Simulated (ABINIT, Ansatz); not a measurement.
An input for ABINIT 10.8.3 (CsPbCl3 (Pm-3m)):

```
acell 3*1.0 Angstrom
rprim 
  5.605000000000 0.000000000000 0.000000000000
  0.000000000000 5.605000000000 0.000000000000
  0.000000000000 0.000000000000 5.605000000000
ntypat 3
znucl 55 82 17
natom 5
typat 1 2 3 3 3
xred 
  0.000000000000 0.000000000000 0.000000000000
  0.500000000000 0.500000000000 0.500000000000
  0.500000000000 0.500000000000 0.000000000000
  0.000000000000 0.500000000000 0.500000000000
  0.500000000000 0.000000000000 0.500000000000
pp_dirpath "pseudos"
pseudos "Cs.upf, Pb.upf, Cl.upf"
ecut 32
ngkpt 2 2 2
nshiftk 1
shiftk 0 0 0
kptopt 1
chksymbreak 0
istwfk *1
occopt 1
irdwfk 1
optdriver 3
nband 551
ecuteps 8
inclvkb 2
awtr 1
symchi 1
indata_prefix "in"
outdata_prefix "out"
tmpdata_prefix "tmp"
```

```sh
OMP_NUM_THREADS=1 mpirun -n 4 abinit run.abi > log
```

Question: How long will it take on 4 MPI ranks of Arm Neoverse V1, shared host, and how much memory?

It took 8.1 min; on shared hardware allow 4.1 min to 16 min. Peak host memory was 4.9 GiB.

[Paths, hosts, dates, memory and timing lines, banners, echoed tables and standing remarks are left out of the program output.]

[Logs are printed without paths, hosts, clocks, repeated set-up lines and the standing remarks that a program may print on its own settings, such as how far it seeks lower states.]

[Runs of the session that timed out or met a known fault of the program may be left out.]

[Hosts, paths, dates, database ids (printed as entryN), source tags and the programs' standing remarks are cut or masked in the printed files.]

[G0W0 gaps are taken among the corrected bands and points alone; a level outside them can change the order at an edge.]

[Where Ansatz stands beside ABINIT at settings called matched, ABINIT's density can come from a denser mesh and the files from another edition; pairs whose starting gaps differed by over 0.03 eV were left out, so agreement reads better than it is.]
